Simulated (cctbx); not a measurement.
## Hf3B2Ru5 across an absorption edge

Space group P4/mbm (no. 127), a = 9.0190 Å, b = 9.0190 Å, c = 3.4120 Å, α = 90.00°, β = 90.00°, γ = 90.00°.

```csv
atom,mult.,x,y,z,Ueq (Å²)
Hf1,4,0.6738,0.8262,0,0.0131
Hf2,2,0,0,0,0.0133
Ru1,8,0.9289,0.7828,1/2,0.0192
Ru2,2,0,1/2,1/2,0.0131
B1,4,0.8792,0.6208,0,0.0189
```

The model is made up (kin elements in a known structure type, no relaxation), so it says nothing on whether the phase exists.

Calculated with cctbx: free-atom f′ and f″ from the Sasaki tables, no fine structure; amplitudes in electrons.

```
E (eV)  F 2 2 0  F 0 0 1  F 1 3 0  F 2 3 0
 21517    119.0     50.7    110.2     88.3
 21867    120.8     57.2    112.9     85.4
 21997    122.4     63.5    115.5     82.8
 22057    124.0     69.6    117.9     80.2
 22087    125.6     75.7    120.3     77.7
 22102    127.2     81.7    122.7     75.3
 22109    128.5     86.9    124.7     73.2
 22113    129.9     92.3    126.8     70.9
 22121    131.7     99.9    129.6     68.5
 22125    129.0     89.5    125.5     72.6
 22132    127.2     82.1    122.7     75.5
 22147    125.3     74.9    119.9     78.4
 22177    123.5     67.9    117.2     81.1
 22267    121.2     58.7    113.6     84.8
 22517    118.7     48.9    109.8     88.7
```

**Question.** Which edge is crossed, and why do the reflections move as they do?

The K edge of Ru. The edge is at 22117 eV. f′ of Ru falls from -4.6 e at 21997 eV to -7.7 e at 4 eV below it, and f″ steps from 0.54 to 3.66 e across it. Over that approach |F| changes by +6 % (2 2 0), +45 % (0 0 1), +10 % (1 3 0) and -14 % (2 3 0): a reflection falls where Ru scatters in phase with the total and rises where it scatters against it; it hardly moves where the Ru term is small or cancels by symmetry. Above the edge the larger f″ enters the imaginary part, where it can add to or cancel the other atoms' f″. The structure is centrosymmetric, so Friedel mates stay equal.

[Logs are printed without paths, hosts, clocks, repeated set-up lines and the standing remarks that a program may print on its own settings, such as how far it seeks lower states.]
